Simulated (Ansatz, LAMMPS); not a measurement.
# Glassy 68GeO2-32ZnO (mol %) (91 atoms): geometry optimisation

How does glassy 68GeO2-32ZnO (mol %) (91 atoms) relax, and what do bonds, charges and levels look like afterwards?

Program: Ansatz 0.2.0. Level of theory: Kohn-Sham DFT, PBE, PAW (set soft_2), plane waves. Results are calculated unless marked as measured.

Most raw output is cut from this account.

## Step 1: The structure

The cell holds 91 atoms: 23 Ge, 11 Zn and 57 O. Its edges and angles: a = 11.046 Å, b = 11.046 Å, c = 11.046 Å, α = 90.0°, β = 90.0°, γ = 90.0°. 91 atoms (23 Ge, 11 Zn, 57 O) placed at random at 4 g/cm³, melted at 4000 K for 10 ps at fixed volume with the Morse and Coulomb pair potential with partial charges (Pedone, Malavasi, Menziani, Cormack and Segre, J. Phys. Chem. B 110, 11780 (2006)). Quenched from 4000 K to 300 K at 50 K/ps and fixed volume, held 10 ps at zero pressure, then minimised at fixed cell.

What the set-up can't give: The quench rate of 50 K/ps is many orders above laboratory rates, so the cell is likely richer in defects and strain than a real sample. The starting topology of bonds comes from the classical model. Sampling is at Γ alone, for a cell whose shortest periodic width is 11 Å.

## Step 2: Making the structure

A classical potential supplies the starting structure, since it reaches far longer times than DFT.

This step: classical MD, Morse and Coulomb pair potential with partial charges (Pedone, Malavasi, Menziani, Cormack and Segre, J. Phys. Chem. B 110, 11780 (2006)) (LAMMPS 22 Jul 2025 - Update 4).

Contents of in.lmp:

```
# melt-quench of Ge23Zn11O57
units metal
atom_style charge
boundary p p p
region box block 0 11.1108 0 11.1108 0 11.1108
create_box 3 box
mass 1 72.6300   # Ge
mass 2 65.3800   # Zn
mass 3 15.9990   # O
create_atoms 1 random 23 646527 NULL overlap 1.5 maxtry 2000
create_atoms 2 random 11 646534 NULL overlap 1.5 maxtry 2000
create_atoms 3 random 57 646541 NULL overlap 1.5 maxtry 2000
pair_style hybrid/overlay pedone 5.5 coul/long 8.0
pair_coeff * * coul/long
pair_coeff 1 3 pedone 0.158118 2.294230 2.261313 5   # Ge-O
pair_coeff 2 3 pedone 0.001221 3.150679 2.851850 1   # Zn-O
pair_coeff 3 3 pedone 0.042395 1.379316 3.618701 22   # O-O
set type 1 charge 2.4
set type 2 charge 1.2
set type 3 charge -1.2
kspace_style pppm 1.0e-4
neigh_modify delay 0 every 1 check yes
thermo_style custom step time temp pe press density
thermo_modify norm yes
timestep 0.002
thermo 100
min_style cg
minimize 1e-4 1e-4 200 2000
reset_timestep 0
velocity all create 4000 646528 mom yes dist gaussian
fix lim all nve/limit 0.05
fix lan all langevin 4000 4000 0.2 646529 zero yes
thermo 500
run 1000 post no
# [... 10 lines left out ...]
thermo 1666
fix md all npt temp 300 300 0.2 iso 0 0 2
run 5000 post no
unfix md
thermo 100
min_style cg
minimize 0 1e-3 2000 20000
write_dump all custom glass.dump id type xs ys zs modify sort id
```

Started as:

```sh
$ lmp -in in.lmp -log none -nocite
```

It took 17 s on 1 thread of Arm Neoverse V2, shared host; peak memory 0.069 GiB.

## Step 3: Single point at the start

A single point comes first, to see the forces before anything moves.

Contents of input.yaml:

```yaml
crystal:
  lattice:
    - [11.04645, 0.0, 0.0]
    - [0.0, 11.04645, 0.0]
    - [0.0, 0.0, 11.04645]
  atoms:
    - { symbol: Ge, position: [0.59686, 0.01404, 0.08646] }
    - { symbol: Ge, position: [0.5484, 0.54177, 0.29172] }
    - { symbol: Ge, position: [0.02715, 0.6737, 0.7933] }
    - { symbol: Ge, position: [0.33955, 0.97087, 0.46308] }
    - { symbol: Ge, position: [0.54077, 0.74296, 0.75778] }
    - { symbol: Ge, position: [0.37567, 0.4003, 0.09589] }
    - { symbol: Ge, position: [0.93304, 0.25959, 0.05586] }
    - { symbol: Ge, position: [0.88374, 0.86193, 0.4034] }
    - { symbol: Ge, position: [0.01311, 0.56976, 0.32313] }
    - { symbol: Ge, position: [0.81442, 0.06248, 0.88496] }
    - { symbol: Ge, position: [0.43545, 0.51533, 0.57534] }
    - { symbol: Ge, position: [0.10236, 0.49804, 0.03705] }
    - { symbol: Ge, position: [0.79116, 0.37508, 0.27981] }
    - { symbol: Ge, position: [0.53854, 0.23388, 0.65507] }
    - { symbol: Ge, position: [0.77345, 0.37706, 0.74154] }
    - { symbol: Ge, position: [0.72708, 0.75399, 0.16193] }
    - { symbol: Ge, position: [0.97231, 0.14375, 0.3519] }
    - { symbol: Ge, position: [0.26039, 0.18118, 0.27689] }
    - { symbol: Ge, position: [0.01957, 0.20673, 0.65364] }
    - { symbol: Ge, position: [0.76997, 0.62376, 0.90265] }
    - { symbol: Ge, position: [0.15848, 0.7973, 0.27962] }
    - { symbol: Ge, position: [0.31334, 0.97304, 0.05464] }
    - { symbol: Ge, position: [0.13454, 0.47301, 0.5839] }
    - { symbol: Zn, position: [0.63665, 0.83724, 0.4919] }
    - { symbol: Zn, position: [0.50734, 0.17907, 0.91064] }
    - { symbol: Zn, position: [0.782, 0.57091, 0.48851] }
    - { symbol: Zn, position: [0.82282, 0.84627, 0.68186] }
    - { symbol: Zn, position: [0.07555, 0.96321, 0.87402] }
    - { symbol: Zn, position: [0.6064, 0.06323, 0.39596] }
    - { symbol: Zn, position: [0.34378, 0.99276, 0.76875] }
    - { symbol: Zn, position: [0.09949, 0.92818, 0.63747] }
    - { symbol: Zn, position: [0.78635, 0.09002, 0.57133] }
    - { symbol: Zn, position: [0.34578, 0.66157, 0.12394] }
    - { symbol: Zn, position: [0.95846, 0.95437, 0.14109] }
    - { symbol: O, position: [0.95113, 0.86739, 0.55536] }
    - { symbol: O, position: [0.87004, 0.70231, 0.80467] }
    - { symbol: O, position: [0.45211, 0.14142, 0.74411] }
    - { symbol: O, position: [0.61067, 0.08123, 0.22237] }
    - { symbol: O, position: [0.95344, 0.14085, 0.15628] }
    - { symbol: O, position: [0.33787, 0.11484, 0.39636] }
    - { symbol: O, position: [0.62741, 0.67289, 0.86849] }
    - { symbol: O, position: [0.75631, 0.96824, 0.44392] }
    - { symbol: O, position: [0.48831, 0.92703, 0.45265] }
    - { symbol: O, position: [0.6503, 0.28162, 0.75858] }
    - { symbol: O, position: [0.45361, 0.51674, 0.17104] }
    - { symbol: O, position: [0.96834, 0.14374, 0.51862] }
    - { symbol: O, position: [0.05708, 0.57127, 0.67959] }
    - { symbol: O, position: [0.11739, 0.32495, 0.62959] }
    - { symbol: O, position: [0.854, 0.25177, 0.34786] }
    - { symbol: O, position: [0.05382, 0.3503, 0.02062] }
    - { symbol: O, position: [0.87581, 0.19921, 0.92662] }
    - { symbol: O, position: [0.07673, 0.49555, 0.44186] }
    - { symbol: O, position: [0.3192, 0.30803, 0.20854] }
    - { symbol: O, position: [0.97538, 0.9861, 0.34035] }
    - { symbol: O, position: [0.65033, 0.80496, 0.66434] }
    - { symbol: O, position: [0.78443, 0.73734, 0.45111] }
    - { symbol: O, position: [0.83521, 0.83384, 0.23817] }
    - { symbol: O, position: [0.23988, 0.88695, 0.37604] }
    - { symbol: O, position: [0.78873, 0.66358, 0.0507] }
    - { symbol: O, position: [0.04366, 0.53399, 0.17654] }
    - { symbol: O, position: [0.67952, 0.07109, 0.96476] }
    - { symbol: O, position: [0.11553, 0.20494, 0.3281] }
    - { symbol: O, position: [0.91303, 0.96387, 0.9573] }
    - { symbol: O, position: [0.2591, 0.49324, 0.04144] }
    - { symbol: O, position: [0.05878, 0.59498, 0.92462] }
    - { symbol: O, position: [0.49207, 0.55511, 0.43427] }
    - { symbol: O, position: [0.79873, 0.01987, 0.73773] }
    - { symbol: O, position: [0.62153, 0.16266, 0.54553] }
    - { symbol: O, position: [0.45383, 0.32241, 0.99332] }
    - { symbol: O, position: [0.6324, 0.66462, 0.24739] }
    - { symbol: O, position: [0.28174, 0.51411, 0.57949] }
    - { symbol: O, position: [0.10504, 0.85729, 0.14894] }
    - { symbol: O, position: [0.45585, 0.0432, 0.02781] }
    - { symbol: O, position: [0.23937, 0.99371, 0.92208] }
    - { symbol: O, position: [0.79354, 0.47639, 0.86027] }
    - { symbol: O, position: [0.89076, 0.28653, 0.6945] }
    - { symbol: O, position: [0.23843, 0.6665, 0.2614] }
    - { symbol: O, position: [0.64449, 0.86787, 0.09726] }
    [... 7 atom lines left out ...]
    - { symbol: O, position: [0.02689, 0.72565, 0.3485] }
    - { symbol: O, position: [0.64577, 0.42008, 0.29849] }
    - { symbol: O, position: [0.35562, 0.83297, 0.10206] }
    - { symbol: O, position: [0.83336, 0.3523, 0.13284] }
    - { symbol: O, position: [0.86486, 0.50573, 0.33928] }
    - { symbol: O, position: [0.08668, 0.81297, 0.77583] }
kpoints:
  mp_grid: { grid: [1, 1, 1] }
hamiltonian:
  xc: pbe
scf:
  occupations: { method: fixed }
output:
  forces: true
  stress: true
  populations: true
  dos:
    method: { smearing: { sigma: 0.15 } }
    de: 0.1
    projected: { site_lists: { Ge: [Ge], O: [O], Zn: [Zn] } }
  eigenvalues: true
```

Started as:

```sh
$ ansatz run input.yaml --threads 4 --pin off --max-ram 8192MiB --backend cpu --events-out ev --progress --plain --runs-dir out
```

The job ended after 28 s (4 threads of Arm Neoverse V2, shared host; peak memory 2 GiB; 1.8 min of CPU time).

Read from the output:

- free energy: -167622.8263 eV
- free energy per atom: -1842.0091 eV/atom
- SCF cycles: 10
- pressure: 6.625 GPa
- r.m.s. force component: 0.899 eV/Å
- longest force: 2.797 eV/Å
- Fermi energy: 4.471 eV
- gap (highest filled to lowest empty level): 1.378 eV
- spilling of the projection: 0.005955

The r.m.s. force component of 0.90 eV/Å and the pressure of 6.6 GPa set the starting point.

Neighbours are counted within 2.08 Å (O-Ge), 2.48 Å (O-Zn).

Length of the force by element and coordination:

```
element  coordination  atoms  mean length of the force (eV/Å)  spread  least   most
     Ge           all     23                             1.38   0.565   0.44   2.54
     Ge             4     22                             1.42   0.540  0.621   2.54
     Ge             5      1                             0.44       0   0.44   0.44
      O           all     57                             1.56   0.535  0.548   2.80
      O             2     35                             1.50   0.549  0.548   2.48
      O             3     21                             1.70   0.452   1.06   2.80
      O             4      1                            0.600       0  0.600  0.600
     Zn           all     11                             1.06   0.502  0.359   1.78
     Zn             3      1                             1.38       0   1.38   1.38
     Zn             4      9                             1.10   0.490  0.388   1.78
     Zn             5      1                            0.359       0  0.359  0.359
```

## Step 4: Relaxation

The atoms are relaxed in the fixed cell, aiming at the force tolerance of the input.

input.yaml, the sections that differ from step 3:

```yaml
output:
  forces: true
relax:
  f_tol: 0.03
  max_steps: 200
# crystal, kpoints, hamiltonian, scf: as in step 3
```

Wall time 2.7 min (4 threads); peak memory 1.9 GiB; 10 min of CPU time.

Relaxation path:

```
step  energy less that of the first step (eV)  largest force component (eV/Å)
   1                                   0.0000                          2.6013
   2                                  -3.9130                          1.7421
   3                                  -6.7676                          0.6025
   4                                  -7.4582                          0.9262
   5                                  -7.7154                          0.7262
   6                                  -7.9695                          0.5351
   7                                  -8.0562                          0.2541
   8                                  -8.0803                          0.2860
   9                                  -8.0834                          0.1843
  10                                  -8.1155                          0.1278
  11                                  -8.1242                          0.0438
  12                                  -8.1264                          0.0212
```

The atoms that moved most (Å):

```csv
atom,dx,dy,dz,length
O81,0.348,-0.560,0.163,0.680
O88,-0.253,-0.040,0.593,0.646
O83,-0.447,-0.296,-0.244,0.589
O82,-0.260,-0.481,-0.063,0.551
Ge9,0.441,0.187,-0.177,0.511
Zn26,0.445,0.182,0.161,0.507
O71,-0.034,0.343,0.313,0.465
O78,-0.239,-0.300,-0.262,0.464
```

The relaxation changed the energy by -89.3 meV/atom, and atoms moved by 0.28 Å r.m.s., 0.68 Å at most.

## Step 5: Structure statistics after relaxation

Bonds before and after, by the cutoffs listed below:

```csv
pair,bonds before,bonds after,mean before (Å),mean after (Å),spread before (Å),spread after (Å)
O-Ge,95,97,1.742,1.805,0.082,0.074
O-Zn,44,45,2.026,2.030,0.097,0.098
```

Density 4.07 g/cm³, 14.81 Å³ an atom.

Pair distribution functions g(r), in bins of 0.2 Å:

```csv
r (Å),total,O-O,O-Ge,O-Zn,Ge-Ge,Ge-Zn,Zn-Zn
1.60,0.05,0.00,0.15,0.00,0.00,0.00,0.00
1.80,3.71,0.00,11.22,0.98,0.00,0.00,0.00
2.00,1.11,0.00,0.64,6.00,0.00,0.00,0.00
2.20,0.40,0.00,0.18,2.25,0.00,0.00,0.00
2.40,0.11,0.16,0.08,0.16,0.00,0.00,0.00
2.60,0.38,0.91,0.00,0.13,0.00,0.00,0.00
2.80,1.21,2.83,0.00,0.43,0.25,0.00,1.07
3.00,1.48,3.12,0.05,0.47,0.23,1.68,3.91
3.20,0.81,0.77,0.16,0.34,3.14,2.70,2.54
3.40,1.20,1.09,0.67,0.80,3.56,2.98,2.29
3.60,0.77,0.58,0.85,0.80,0.00,2.00,2.04
3.80,0.93,0.66,1.23,1.38,0.28,0.90,0.00
4.00,0.94,0.78,1.21,1.17,0.25,0.80,0.57
4.20,1.05,0.58,1.75,1.35,0.68,0.24,0.00
4.40,1.16,0.69,1.77,1.33,0.93,0.99,0.44
4.60,1.29,1.00,1.86,1.38,0.67,0.89,0.00
4.80,1.02,0.90,1.00,1.57,1.13,0.55,0.78
5.00,0.91,1.09,0.69,0.79,1.46,0.51,1.41
5.20,1.06,1.29,0.88,0.95,1.20,0.79,0.33
5.40,1.04,1.25,0.63,0.67,1.86,1.32,3.63
```

Bonds by pair of elements; cutoffs follow the first minimum of g(r), held within bounds set by covalent radii, and pairs that aren't listed don't count as bonded:

| pair A-B | cutoff (Å) | bonds | mean length (Å) | spread (Å) | shortest (Å) | B about A | A about B |
| --- | --- | --- | --- | --- | --- | --- | --- |
| O-Ge | 2.27 | 97 | 1.80 | 0.074 | 1.69 | 1.70 | 4.22 |
| O-Zn | 2.48 | 45 | 2.03 | 0.098 | 1.83 | 0.789 | 4.09 |

How many atoms have how many bonded neighbours:

```
element  mean   2   3   4  5
     Ge  4.22   0   0  18  5
      O  2.49  30  26   1  0
     Zn  4.09   0   1   8  2
```

Bond angles, per cent of each kind in bins of 5°:

```csv
angle (°),O-Ge-O,O-Zn-O,Ge-O-Zn,Ge-O-Ge,Zn-O-Zn
70–75,0.0,7.0,0.0,0.0,0.0
75–80,1.9,1.4,0.0,0.0,0.0
80–85,2.5,5.6,0.0,0.0,0.0
85–90,5.1,4.2,1.7,0.0,20.0
90–95,6.3,14.1,5.1,0.0,13.3
95–100,10.1,7.0,10.2,10.0,20.0
100–105,10.8,5.6,3.4,0.0,6.7
105–110,19.0,15.5,10.2,0.0,6.7
110–115,24.1,14.1,8.5,0.0,13.3
115–120,10.8,2.8,13.6,0.0,6.7
120–125,3.2,2.8,6.8,12.5,13.3
125–130,1.3,5.6,10.2,15.0,0.0
130–135,1.3,1.4,8.5,30.0,0.0
135–140,0.0,5.6,10.2,10.0,0.0
140–145,0.0,0.0,6.8,15.0,0.0
145–150,0.0,2.8,1.7,2.5,0.0
150–155,0.0,1.4,3.4,2.5,0.0
155–160,0.0,0.0,0.0,2.5,0.0
160–165,0.6,1.4,0.0,0.0,0.0
165–170,1.9,1.4,0.0,0.0,0.0
170–175,1.3,0.0,0.0,0.0,0.0
```

Bond angles (no mean is given where the spread exceeds 20°):

```
  angle  count  mean (°)  spread (°)
 O-Ge-O    158       108        16.1
 O-Zn-O     71         -           -
Ge-O-Zn     59       120        16.8
Ge-O-Ge     40       131        13.3
Zn-O-Zn     15       103        12.1
```

Oxygen atoms by the number of network formers (Si, P, Ge, B, Al, As, Ga) bound to them:

```
network formers bound to O  O atoms  per cent
                         0        0         0
                         1       17      29.8
                         2       40      70.2
```

Network units: each former by its oxygen neighbours and how many of them bridge to another former:

```
former  O neighbours  bridging O  atoms
    Ge             4           2      4
    Ge             4           3      5
    Ge             4           4      9
    Ge             5           2      1
    Ge             5           4      1
    Ge             5           5      3
```

Bond length by coordination (bonds to H left out):

```csv
element,coordination,atoms,mean bond length (Å)
Ge,4,18,1.78
Ge,5,5,1.88
O,2,30,1.78
O,3,26,1.94
O,4,1,2.04
Zn,3,1,1.91
Zn,4,8,2.02
Zn,5,2,2.09
```

Rings of the network by King's shortest-path rule, up to 12 atoms, one path for each pair of neighbours; H, halogens, alkali and alkaline-earth atoms are left out, and the last column divides by all other atoms, bonded or not:

```csv
ring size (atoms),rings,per network atom
4,12,0.132
6,20,0.22
8,35,0.385
10,37,0.407
12,20,0.22
```

First main peaks of g(r), for some of the pairs, lie near 2.9 Å (O-O), 1.8 Å (O-Ge), 2.0 Å (O-Zn), 3.3 Å (Ge-Ge), 3.3 Å (Ge-Zn) and 3.0 Å (Zn-Zn). By these cutoffs 78 % of Ge atoms have 4, 53 % of O atoms have 2 and 73 % of Zn atoms have 4 bonded neighbours. The O-Ge-O angle averages 108° with a spread of 16°. Counting bonds to Ge alone, not to Zn, 70 % of the oxygens join two of these atoms and 30 % one. The commonest Ge unit has 4 oxygens, 4 of them shared with other formers (9 of 23 atoms). Rings of 10 atoms are the most common (30 % of those counted); sizes run from 4 to 12, where the search stops.

[end of part 1 of 2]

[Logs are printed without paths, hosts, clocks, repeated set-up lines and the standing remarks that a program may print on its own settings, such as how far it seeks lower states.]

[Hosts, paths, dates, database ids (printed as entryN), source tags and the programs' standing remarks are cut or masked in the printed files.]
